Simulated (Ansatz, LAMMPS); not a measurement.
## Structural relaxation of amorphous 72SiO2-28V2O3 (mol %) (114 atoms)

Wanted: the relaxed structure of amorphous 72SiO2-28V2O3 (mol %) (114 atoms) and its electronic structure.

Method: Kohn-Sham DFT, PBE, PAW (set soft_2), plane waves, in Ansatz 0.2.0.

## (1) Set-up

The cell holds 114 atoms: 23 Si, 18 V and 73 O. Its edges and angles: a = 11.342 Å, b = 11.342 Å, c = 11.342 Å, α = 90.0°, β = 90.0°, γ = 90.0°. 114 atoms (23 Si, 18 Cr, 73 O) placed at random at 3 g/cm³, melted at 5000 K for 10 ps at fixed volume with the Morse and Coulomb pair potential with partial charges (Pedone, Malavasi, Menziani, Cormack and Segre, J. Phys. Chem. B 110, 11780 (2006)). Quenched from 5000 K to 300 K at 10 K/ps and fixed volume, held 10 ps at zero pressure, then minimised at fixed cell. Then Cr was replaced by V and the cell scaled by 1.008 (the potential has no terms for the new elements, so the cell is a start for a DFT relaxation).

What the set-up can't give: The quench rate of 10 K/ps is orders of magnitude faster than experiment, which tends to freeze in extra defects. The network of bonds at the start is that of the classical potential that made the cell. Without a Hubbard term or exact exchange, open shells on V are likely too delocalised. Only the Γ point is sampled, in a cell whose shortest periodic width is 11 Å.

## (2) The classical run that made the cell

A classical potential makes the cell, at a small fraction of what the same run would cost in DFT.

This step: classical MD, Morse and Coulomb pair potential with partial charges (Pedone, Malavasi, Menziani, Cormack and Segre, J. Phys. Chem. B 110, 11780 (2006)) (LAMMPS 22 Jul 2025 - Update 4).

Contents of in.lmp:

```
# melt-quench of Si23Cr18O73
units metal
atom_style charge
boundary p p p
region box block 0 11.5094 0 11.5094 0 11.5094
create_box 3 box
mass 1 28.0850   # Si
mass 2 51.9961   # Cr
mass 3 15.9990   # O
create_atoms 1 random 23 624328 NULL overlap 1.5 maxtry 2000
create_atoms 2 random 18 624335 NULL overlap 1.5 maxtry 2000
create_atoms 3 random 73 624342 NULL overlap 1.5 maxtry 2000
pair_style hybrid/overlay pedone 5.5 coul/long 8.0
pair_coeff * * coul/long
pair_coeff 1 3 pedone 0.340554 2.006700 2.100000 1   # Si-O
pair_coeff 2 3 pedone 0.399561 1.785079 2.340810 1   # Cr-O
pair_coeff 3 3 pedone 0.042395 1.379316 3.618701 22   # O-O
set type 1 charge 2.4
set type 2 charge 1.8
set type 3 charge -1.2
kspace_style pppm 1.0e-4
neigh_modify delay 0 every 1 check yes
thermo_style custom step time temp pe press density
thermo_modify norm yes
timestep 0.002
thermo 100
min_style cg
minimize 1e-4 1e-4 200 2000
reset_timestep 0
velocity all create 5000 624329 mom yes dist gaussian
fix lim all nve/limit 0.05
fix lan all langevin 5000 5000 0.2 624330 zero yes
thermo 500
run 1000 post no
# [... 10 lines left out ...]
thermo 1666
fix md all npt temp 300 300 0.2 iso 0 0 2
run 5000 post no
unfix md
thermo 100
min_style cg
minimize 0 1e-3 2000 20000
write_dump all custom glass.dump id type xs ys zs modify sort id
```

Started as:

```
lmp -in in.lmp -log none -nocite
```

Output:

```text
LAMMPS (22 Jul 2025 - Update 4)
Created orthogonal box = (0 0 0) to (11.5094 11.5094 11.5094)
Created 23 atoms
Created 18 atoms
Created 73 atoms
PPPM initialization ...
  G vector (1/distance) = 0.3773314
  grid = 12 12 12
  estimated relative force accuracy = 7.8096004e-05
   Step          Time           Temp          PotEng         Press         Density
         0   0              0             -3.4614797      634396.86      2.9949804
        82   0.164          0             -15.693241     -50997.867      2.9949804
Loop time of 0.0680843 s on 1 MPI rank(s) for 82 steps with 114 atoms
Minimization stats:
  Stopping criterion = energy tolerance
  Energy initial, next-to-last, final =
     -3.46147965918345  -15.6920664196762  -15.6932411716545
  Force two-norm initial, final = 350.34228 2.1780235
  Iterations, force evaluations = 82 101
   Step          Time           Temp          PotEng         Press         Density
[... 12 lines left out ...]
[... 1 line left out ...]
Loop time of 2.75285 s on 1 MPI rank(s) for 5000 steps with 114 atoms
   Step          Time           Temp          PotEng         Press         Density
[... 12 lines left out ...]
Loop time of 121.52 s on 1 MPI rank(s) for 235000 steps with 114 atoms
   Step          Time           Temp          PotEng         Press         Density
[... 3 lines left out ...]
    244902   489.804        281.55639     -15.880281      9401.1056      3.2018568
    246000   492            328.58439     -15.882409     -768.6998       3.2050724
Loop time of 3.36863 s on 1 MPI rank(s) for 5000 steps with 114 atoms
   Step          Time           Temp          PotEng         Press         Density
    246000   492            328.58439     -15.88241      -768.6353       3.2050724
    246013   492.026        328.58439     -15.918291      1687.7029      3.2050724
Loop time of 0.0385327 s on 1 MPI rank(s) for 13 steps with 114 atoms
Minimization stats:
  Stopping criterion = linesearch alpha is zero
  Energy initial, next-to-last, final =
     -15.8824103566448   -15.918291055087   -15.918291055087
  Force two-norm initial, final = 14.02231 0.7526156
  Iterations, force evaluations = 13 59
```

It took 2.1 min on 1 thread of Arm Neoverse V1, shared host; peak memory 0.072 GiB.

## (3) Single point at the start

The forces at the start show how far the geometry lies from a minimum of this functional.

Contents of input.yaml:

```yaml
crystal:
  lattice:
    - [11.34223, 0.0, 0.0]
    - [0.0, 11.34223, 0.0]
    - [0.0, 0.0, 11.34223]
  atoms:
    - { symbol: Si, position: [0.10754, 0.68576, 0.45458] }
    - { symbol: Si, position: [0.78285, 0.11437, 0.37434] }
    - { symbol: Si, position: [0.7101, 0.71496, 0.27737] }
    - { symbol: Si, position: [0.26791, 0.71078, 0.6778] }
    - { symbol: Si, position: [0.10772, 0.62238, 0.8712] }
    - { symbol: Si, position: [0.73642, 0.9295, 0.00076] }
    - { symbol: Si, position: [0.31905, 0.67468, 0.2826] }
    - { symbol: Si, position: [0.91699, 0.22086, 0.58355] }
    - { symbol: Si, position: [0.49522, 0.3516, 0.1144] }
    - { symbol: Si, position: [0.41239, 0.24002, 0.52645] }
    - { symbol: Si, position: [0.82778, 0.67653, 0.67139] }
    - { symbol: Si, position: [0.09258, 0.99684, 0.84841] }
    - { symbol: Si, position: [0.98173, 0.38721, 0.259] }
    - { symbol: Si, position: [0.60586, 0.69525, 0.94787] }
    - { symbol: Si, position: [0.0583, 0.84961, 0.08382] }
    - { symbol: Si, position: [0.59824, 0.43614, 0.87014] }
    - { symbol: Si, position: [0.43678, 0.4956, 0.64885] }
    - { symbol: Si, position: [0.36365, 0.9854, 0.8812] }
    - { symbol: Si, position: [0.9284, 0.48344, 0.51293] }
    - { symbol: Si, position: [0.03869, 0.23998, 0.96144] }
    - { symbol: Si, position: [0.55753, 0.07711, 0.70904] }
    - { symbol: Si, position: [0.16913, 0.10426, 0.50383] }
    - { symbol: Si, position: [0.53455, 0.66467, 0.4587] }
    - { symbol: V, position: [0.54648, 0.1248, 0.28647], spin: -2.0 }
    - { symbol: V, position: [0.71384, 0.88522, 0.49516], spin: -2.0 }
    - { symbol: V, position: [0.54888, 0.82068, 0.67855], spin: 2.0 }
    - { symbol: V, position: [0.83037, 0.97749, 0.70974], spin: -2.0 }
    - { symbol: V, position: [0.56529, 0.14765, 0.98038], spin: -2.0 }
    - { symbol: V, position: [0.03284, 0.87734, 0.59081], spin: -2.0 }
    - { symbol: V, position: [0.8666, 0.66906, 0.03942], spin: 2.0 }
    - { symbol: V, position: [0.7802, 0.22039, 0.84333], spin: 2.0 }
    - { symbol: V, position: [0.07615, 0.11678, 0.22979], spin: -2.0 }
    - { symbol: V, position: [0.82966, 0.16187, 0.13714], spin: 2.0 }
    - { symbol: V, position: [0.48851, 0.87503, 0.13211], spin: 2.0 }
    - { symbol: V, position: [0.29302, 0.21827, 0.0391], spin: 2.0 }
    - { symbol: V, position: [0.93605, 0.88572, 0.29893], spin: 2.0 }
    - { symbol: V, position: [0.27001, 0.97017, 0.23722], spin: 2.0 }
    - { symbol: V, position: [0.31716, 0.71177, 0.02797], spin: -2.0 }
    - { symbol: V, position: [0.75363, 0.45699, 0.14132], spin: -2.0 }
    - { symbol: V, position: [0.88248, 0.46541, 0.84505], spin: -2.0 }
    - { symbol: V, position: [0.20793, 0.46971, 0.09754], spin: 2.0 }
    - { symbol: O, position: [0.47065, 0.98531, 0.78379] }
    - { symbol: O, position: [0.23275, 0.97566, 0.83245] }
    - { symbol: O, position: [0.18402, 0.06658, 0.36486] }
    - { symbol: O, position: [0.16383, 0.9809, 0.568] }
    - { symbol: O, position: [0.94868, 0.74694, 0.66263] }
    - { symbol: O, position: [0.2272, 0.10358, 0.13274] }
    - { symbol: O, position: [0.85127, 0.50211, 0.00923] }
    - { symbol: O, position: [0.14937, 0.31677, 0.00684] }
    - { symbol: O, position: [0.18763, 0.71566, 0.79544] }
    - { symbol: O, position: [0.71902, 0.38245, 0.82038] }
    - { symbol: O, position: [0.36956, 0.89989, 0.99328] }
    - { symbol: O, position: [0.04156, 0.16615, 0.54219] }
    - { symbol: O, position: [0.91597, 0.44165, 0.37576] }
    - { symbol: O, position: [0.19502, 0.66776, 0.34737] }
    - { symbol: O, position: [0.57555, 0.74666, 0.82516] }
    - { symbol: O, position: [0.17375, 0.7778, 0.07681] }
    - { symbol: O, position: [0.35493, 0.3645, 0.10868] }
    - { symbol: O, position: [0.55459, 0.80256, 0.4991] }
    - { symbol: O, position: [0.00291, 0.96264, 0.74722] }
    - { symbol: O, position: [0.0486, 0.93255, 0.97013] }
    - { symbol: O, position: [0.44173, 0.00591, 0.23549] }
    - { symbol: O, position: [0.8077, 0.61593, 0.79424] }
    - { symbol: O, position: [0.59274, 0.42449, 0.17311] }
    - { symbol: O, position: [0.61508, 0.79876, 0.21685] }
    - { symbol: O, position: [0.06132, 0.27587, 0.28907] }
    - { symbol: O, position: [0.52231, 0.58761, 0.57614] }
    - { symbol: O, position: [0.93118, 0.29877, 0.89404] }
    - { symbol: O, position: [0.821, 0.19819, 0.47757] }
    - { symbol: O, position: [0.38109, 0.78798, 0.67945] }
    - { symbol: O, position: [0.80792, 0.98457, 0.10581] }
    - { symbol: O, position: [0.04424, 0.5673, 0.49632] }
    - { symbol: O, position: [0.06112, 0.47755, 0.18568] }
    - { symbol: O, position: [0.00502, 0.68589, 0.94399] }
    - { symbol: O, position: [0.87238, 0.95455, 0.54207] }
    - { symbol: O, position: [0.27857, 0.18948, 0.534] }
    - { symbol: O, position: [0.08211, 0.93774, 0.20348] }
    - { symbol: O, position: [0.46806, 0.22159, 0.39917] }
    [... 30 atom lines left out ...]
    - { symbol: O, position: [0.67761, 0.02442, 0.4023] }
    - { symbol: O, position: [0.08928, 0.13872, 0.87586] }
    - { symbol: O, position: [0.4901, 0.15588, 0.61811] }
    - { symbol: O, position: [0.62374, 0.55427, 0.94914] }
    - { symbol: O, position: [0.50713, 0.21018, 0.13457] }
    - { symbol: O, position: [0.65071, 0.98567, 0.65322] }
magnetization:
  spin_polarized: true
kpoints:
  mp_grid: { grid: [1, 1, 1] }
hamiltonian:
  xc: pbe
scf:
  occupations: { method: gaussian, width: 0.025 }
  lower_state_search: "off"
output:
  forces: true
```

Started as:

```
ansatz run input.yaml --threads 4 --pin off --max-ram 8192MiB --backend cpu --events-out ev --progress --plain --runs-dir out
```

Output:

```text
Engine: ansatz 0.2.0, aarch64-unknown-linux-gnu
Pseudopotentials: kind: paw
Pseudopotential: Si, paw, valence charge 4, recommended cutoff 420 eV (normal), Si.paw.azcp
Pseudopotential: V, paw, valence charge 13, recommended cutoff 420 eV (normal), V.paw.azcp
Pseudopotential: O, paw, valence charge 6, recommended cutoff 420 eV (normal), O.paw.azcp
[... 5 lines on functional and potentials left out ...]
Crystal: 114 atoms, lattice volume = 1459.135 Å³
Basis set: ecut = 420 eV, 28425 PW (Γ), exchange–correlation on 160×160×160 points (8 copies of the dense FFT grid, shifted against one another)
Bands: 514, of which v1, the nominal top of the filled ones, is band 382 counted from 1 (381 counted from 0)
Symmetry: 1 space group operations
Space group: P1 (ITA 1), of the structure as read, at distance tolerance 1.1e-4 Å
Magnetic group: BNS 1.1 (UNI 1), of the structure as read, at distance tolerance 1.1e-4 Å
k-points: 1
[... 7 lines on functional and potentials left out ...]
Initial density: superposition of atomic densities (chi_scale 0.1, normalization cell, long waves 40 % of neutral atoms (reshape's long-wave potential 1.40 eV rms, cloud 2.19 Å wide))
Starting moments: Σ|m| = 36 μB on 18 of 114 sites
Starting magnetic order: compensated ferrimagnet; no operation exchanges its spin sublattices
Initial wavefunctions: pseudopotential atomic-orbital guess
Functional: x = pbe(κ = 0.804, μ = 0.219515), c = pbe(β = 0.066725)
SCF iter   1: F=—  HF=-108648.901357 eV  |F-HF|=—  |Δ(HF+E_count)|=         —  Δρ=1.09e-1 (↑1.09e-1 ↓1.07e-1)  dr2=1.78e3  dr2_m=7.06e0  M=0.796 μB ∫|m|=43.729 μB  β_m=0.30  ethr=3.10e-3  ⟨swp⟩=6.0  Hψ=3918  notcnv=0  defer=168
preconditioner: auto → Kerker (q_TF=auto, 2.449 Å⁻¹)  [metal: Δε(μ)=0.032 eV  Ē_g=11.794 eV  σ=0.025 eV  W_gap=0.47  n_scr=364 (ndim 8)  ℏωp=24.2 eV  f_vac=0.095  D(μ)=74.10/eV (n_scr^D=690)]
spin=Collinear: Kerker preconditioning applied to the charge; magnetization (m = ρ↑ − ρ↓) channel mixes plain (no charge-response kernel on spin).
SCF iter   2: F=—  HF=-108608.838212 eV  |F-HF|=—  |Δ(HF+E_count)|=    4.01e1  Δρ=9.25e-2 (↑9.25e-2 ↓8.24e-2)  dr2=5.90e2  dr2_m=2.22e1  M=-5.476 μB ∫|m|=32.160 μB  β_m=0.30  ethr=3.10e-3  ⟨swp⟩=4.0  Hψ=2049  notcnv=0  defer=233
SCF iter   3: F=—  HF=-108589.267327 eV  |F-HF|=—  |Δ(HF+E_count)|=    1.96e1  Δρ=8.18e-2 (↑8.18e-2 ↓7.36e-2)  dr2=5.67e2  dr2_m=2.31e1  M=3.250 μB ∫|m|=26.856 μB  β_m=0.30  ethr=3.10e-3  ⟨swp⟩=3.0  Hψ=1979  notcnv=0  defer=241
SCF iter   4: F=—  HF=-108576.218399 eV  |F-HF|=—  |Δ(HF+E_count)|=    1.30e1  Δρ=6.00e-2 (↑6.00e-2 ↓5.63e-2)  dr2=2.64e2  dr2_m=1.38e1  M=-2.474 μB ∫|m|=34.806 μB  β_m=0.30  ethr=3.10e-3  ⟨swp⟩=2.5  Hψ=1936  notcnv=0  defer=248
SCF iter   5: F=—  HF=-108568.747420 eV  |F-HF|=—  |Δ(HF+E_count)|=    7.47e0  Δρ=6.01e-2 (↑6.01e-2 ↓5.45e-2)  dr2=2.76e2  dr2_m=1.23e1  M=1.442 μB ∫|m|=31.740 μB  β_m=0.30  ethr=3.10e-3  ⟨swp⟩=3.0  Hψ=2798  notcnv=0  defer=245
SCF iter   6: F=—  HF=-108564.562189 eV  |F-HF|=—  |Δ(HF+E_count)|=    4.19e0  Δρ=3.38e-2 (↑3.38e-2 ↓3.36e-2)  dr2=8.53e1  dr2_m=6.21e0  M=-0.879 μB ∫|m|=35.692 μB  β_m=0.30  ethr=3.10e-3  ⟨swp⟩=3.0  Hψ=2753  notcnv=0  defer=244
SCF iter   7: F=—  HF=-108563.669685 eV  |F-HF|=—  |Δ(HF+E_count)|=   8.93e-1  Δρ=3.66e-2 (↑2.76e-2 ↓3.66e-2)  dr2=8.78e1  dr2_m=5.66e0  M=0.015 μB ∫|m|=35.876 μB  β_m=0.30  ethr=3.10e-3  ⟨swp⟩=3.0  Hψ=2249  notcnv=0  defer=248
SCF iter   8: F=—  HF=-108561.939744 eV  |F-HF|=—  |Δ(HF+E_count)|=    1.73e0  Δρ=3.77e-2 (↑2.63e-2 ↓3.77e-2)  dr2=7.61e1  dr2_m=6.41e0  M=4.055 μB ∫|m|=35.305 μB  β_m=0.30  ethr=3.10e-3  ⟨swp⟩=3.5  Hψ=2052  notcnv=0  defer=238
SCF iter   9: F=—  HF=-108560.630895 eV  |F-HF|=—  |Δ(HF+E_count)|=    1.31e0  Δρ=2.16e-2 (↑1.76e-2 ↓2.16e-2)  dr2=2.12e1  dr2_m=2.84e0  M=0.759 μB ∫|m|=35.536 μB  β_m=0.30  ethr=3.10e-3  ⟨swp⟩=4.0  Hψ=2049  notcnv=0  defer=242
SCF iter  10: F=—  HF=-108560.707962 eV  |F-HF|=—  |Δ(HF+E_count)|=   7.71e-2  Δρ=2.77e-2 (↑2.77e-2 ↓2.32e-2)  dr2=4.23e1  dr2_m=3.97e0  M=-0.186 μB ∫|m|=35.717 μB  β_m=0.30  ethr=2.78e-3  ⟨swp⟩=3.0  Hψ=843  notcnv=0  defer=242
[...]
spin-set hold released at iteration 16 (site moments' squared step at or under half its running peak, from the soft ceiling on): the magnetisation degrees of freedom join the quasi-Newton model from the next iteration; the mixer history was flushed
[...]
preconditioner: auto → Resta (q_TF=auto, 2.449 Å⁻¹)  ε∞=4.6  [insulator: Δε(μ)=0.052 eV  Ē_g=12.731 eV  σ=0.025 eV  W_gap=0.86  n_scr=364 (ndim 8)  ℏωp=24.2 eV  f_vac=0.155  D(μ)=15.21/eV (n_scr^D=80)  ε∞_Penn≈4.6]
spin=Collinear: Resta preconditioning applied to the charge; magnetization (m = ρ↑ − ρ↓) channel mixes plain (no charge-response kernel on spin).
[...]
SCF iter  51: F=—  HF=-108559.318259 eV  |F-HF|=—  |Δ(HF+E_count)|=   1.81e-7  Δρ=1.65e-5 (↑4.37e-6 ↓1.65e-5)  dr2=8.25e-6  dr2_m=8.87e-7  M=0.196 μB ∫|m|=35.981 μB  β_m=0.23  ethr=3.96e-10  ⟨swp⟩=2.0  Hψ=1175  notcnv=0  defer=243
SCF iter  52: F=—  HF=-108559.318259 eV  |F-HF|=—  |Δ(HF+E_count)|=   2.69e-8  Δρ=1.21e-5 (↑5.40e-6 ↓1.21e-5)  dr2=5.01e-6  dr2_m=5.32e-7  M=0.197 μB ∫|m|=35.981 μB  β_m=0.17  ethr=3.96e-10  ⟨swp⟩=2.0  Hψ=1174  notcnv=0  defer=243
SCF iter  53: F=—  HF=-108559.318259 eV  |F-HF|=—  |Δ(HF+E_count)|=   1.07e-7  Δρ=3.89e-6 (↑2.19e-6 ↓3.89e-6)  dr2=1.99e-7  dr2_m=6.35e-8  M=0.196 μB ∫|m|=35.981 μB  β_m=0.26  ethr=3.96e-10  ⟨swp⟩=2.0  Hψ=796  notcnv=0  defer=243
SCF iter  54: F=—  HF=-108559.318259 eV  |F-HF|=—  |Δ(HF+E_count)|=   9.33e-8  Δρ=3.35e-6 (↑2.02e-6 ↓3.35e-6)  dr2=2.61e-7  dr2_m=4.93e-8  M=0.196 μB ∫|m|=35.981 μB  β_m=0.26  ethr=2.61e-11  ⟨swp⟩=2.0  Hψ=1537  notcnv=0  defer=243
SCF iter  55: F=—  HF=-108559.318259 eV  |F-HF|=—  |Δ(HF+E_count)|=   2.55e-8  Δρ=3.18e-6 (↑1.75e-6 ↓3.18e-6)  dr2=2.61e-7  dr2_m=3.74e-8  M=0.196 μB ∫|m|=35.981 μB  β_m=0.25  ethr=2.61e-11  ⟨swp⟩=2.0  Hψ=1537  notcnv=0  defer=243
SCF iter  56: F=—  HF=-108559.318259 eV  |F-HF|=—  |Δ(HF+E_count)|=   2.64e-8  Δρ=2.78e-6 (↑1.44e-6 ↓2.78e-6)  dr2=1.93e-7  dr2_m=3.07e-8  M=0.196 μB ∫|m|=35.981 μB  β_m=0.43  ethr=2.61e-11  ⟨swp⟩=2.0  Hψ=1536  notcnv=0  defer=243
SCF iter  57: F=—  HF=-108559.318259 eV  |F-HF|=—  |Δ(HF+E_count)|=   7.98e-8  Δρ=6.42e-6 (↑6.42e-6 ↓3.48e-6)  dr2=1.54e-6  dr2_m=1.54e-7  M=0.196 μB ∫|m|=35.981 μB  β_m=0.30  ethr=2.53e-11  ⟨swp⟩=2.5  Hψ=1546  notcnv=0  defer=243  recentre
SCF iter  58: F=—  HF=-108559.318259 eV  |F-HF|=—  |Δ(HF+E_count)|=   1.80e-8  Δρ=3.24e-6 (↑1.80e-6 ↓3.24e-6)  dr2=3.77e-7  dr2_m=4.11e-8  M=0.196 μB ∫|m|=35.981 μB  β_m=0.24  ethr=2.53e-11  ⟨swp⟩=2.5  Hψ=1539  notcnv=0  defer=243
SCF iter  59: F=—  HF=-108559.318259 eV  |F-HF|=—  |Δ(HF+E_count)|=   2.97e-9  Δρ=2.25e-6 (↑2.25e-6 ↓1.85e-6)  dr2=2.18e-7  dr2_m=2.54e-8  M=0.197 μB ∫|m|=35.981 μB  β_m=0.21  ethr=2.53e-11  ⟨swp⟩=2.0  Hψ=819  notcnv=0  defer=243
SCF iter  60: F=-108559.318259 eV  HF=-108559.318259 eV  |F-HF|=1.80e-8  |Δ(HF+E_count)|=   1.08e-9  Δρ=1.33e-6 (↑7.69e-7 ↓1.33e-6)  dr2=3.56e-8  dr2_m=7.22e-9  M=0.196 μB ∫|m|=35.981 μB  ethr=1.31e-11  ⟨swp⟩=1.5  Hψ=2205  notcnv=0
SCF 1 converged in 60 iterations: F = -108559.318259 eV  dr2 = 3.56e-8
  greatest PAW one-centre occupation: 1.000 electrons in one spin orbital (limit 2), on the V atom at site 32 (counted from 0), in its partial waves of l = 0
SCF converged after 60 iterations
Magnetization: 0.1964 μB (382.0982 up, 381.9018 down)
Absolute magnetization: 36.0305 μB (∫|ρ↑−ρ↓|, with the PAW one-centre terms)
Spin contamination: 17.3694 ħ² per cell (⟨S²⟩ above its minimum at these occupations)
Per-site moments (μB) at R_I (Å): [(3.067435e-6, 0.652850), (-0.000824129, 0.647242), (-2.007839e-5, 0.656914), (0.00011284, 0.641034), (-0.00113335, [...]
Free energy (F): -108559.318259 eV
Harris-Foulkes:  -108559.318259 eV  (|F-HF|=1.80e-8)
Internal energy: -108559.312131 eV  (E = F + TS)
E sigma→0 (E₀):  -108559.315195 eV
Entropy (-TS):   -0.006128 eV (-0.054 meV/atom)
Fermi energy:    6.954141 eV
--- Per-component energies (eV) ---
  E_band       = -6670.226940
  E_kinetic    = 19986.080825
  E_local      = -78497.239485  (includes V_loc(G=0)·N_el)
  E_nonlocal   = 3274.270883
  E_hartree    = 32892.076989
  E_xc         = -9013.762126
  E_vxc        = -10937.013700  (∫ρ·V_xc dr)
  E_paw        = -43422.669274  (= ΣΔE_a)
  E_vpaw       = -6280.659720  (= ΣTr[D̂ρ^β])
  E_aug_tail   = 0.189925  (compensation charges beyond the density's cutoff)
  E_ewald      = -33778.259868
  E_smearing   = -0.006128  (= −TS)
  E_closure    = 0.000000  (closes the sum)
  Σ components = -108559.318259   (vs F -108559.318259, Δ=0.00e0)
--- Forces (eV/Å), atoms counted from 1 ---
  atom   1  Si    -0.09934104    -0.24577704     0.32175814
  atom   2  Si     0.93178908    -0.83627582    -0.29336624
  atom   3  Si    -1.43162058     0.73176020     0.49427170
  atom   4  Si     0.93680913    -2.14532951     0.26866088
  atom   5  Si    -0.04392738     0.20293272     0.11925649
  atom   6  Si    -1.03847550     0.09464491    -0.88759359
  atom   7  Si     0.49533594     0.76581518     0.70020546
  atom   8  Si     0.12800778    -0.33569441    -0.91701837
  atom   9  Si     0.66218957    -1.01013507    -2.34920029
  atom  10  Si     0.15059313    -0.80708736     1.21240395
  atom  11  Si     0.68500730    -0.17827249    -0.98108795
  atom  12  Si     0.25392978     0.69824274     2.31949329
  atom  13  Si    -0.28289097    -0.36315796     0.69670103
  atom  14  Si    -0.19300758     0.81429374     0.09703148
[...]
atom 113  O     -0.26869765    -1.06199332     0.95760846
  atom 114  O      0.53710746    -1.28097315    -0.82432845
  max |Σ_I F_I| component: 6.44e-5 eV/Å
```

Wall time 3.3 min (4 threads of Arm Neoverse V1, shared host); peak memory 3.7 GiB; 13 min of CPU time.

Numbers from this run:

* free energy: -108559.3183 eV
* free energy per atom: -952.2747 eV/atom
* SCF cycles: 60
* r.m.s. force component: 0.8312 eV/Å
* longest force: 3.115 eV/Å
* Fermi energy: 6.954 eV
* total moment: 0.1964 μB
* absolute moment: 36.03 μB

The r.m.s. force component of 0.83 eV/Å sets the starting point.

Neighbours are counted within 2.08 Å (O-Si), 2.58 Å (O-V).

Length of the force by element and coordination:

```csv
element,coordination,atoms,mean length of the force (eV/Å),spread,least,most
O,all,73,1.38,0.650,0.320,3.11
O,2,35,1.55,0.763,0.549,3.11
O,3,34,1.23,0.482,0.320,2.53
O,4,4,1.21,0.418,0.551,1.62
Si,all,23,1.29,0.572,0.239,2.64
V,all,18,0.978,0.386,0.275,1.60
V,4,2,1.09,0.153,0.932,1.24
V,5,8,0.911,0.402,0.275,1.55
V,6,8,1.02,0.398,0.466,1.60
```

[end of part 1 of 3]

[Long decimals in the printed logs are rounded to 6 places.]

[Logs are printed without paths, hosts, clocks, repeated set-up lines and the standing remarks that a program may print on its own settings, such as how far it seeks lower states.]

[Hosts, paths, dates, database ids (printed as entryN), source tags and the programs' standing remarks are cut or masked in the printed files.]

[A walk said to have stopped at its limit may instead have ended on an SCF cycle that didn't converge.]
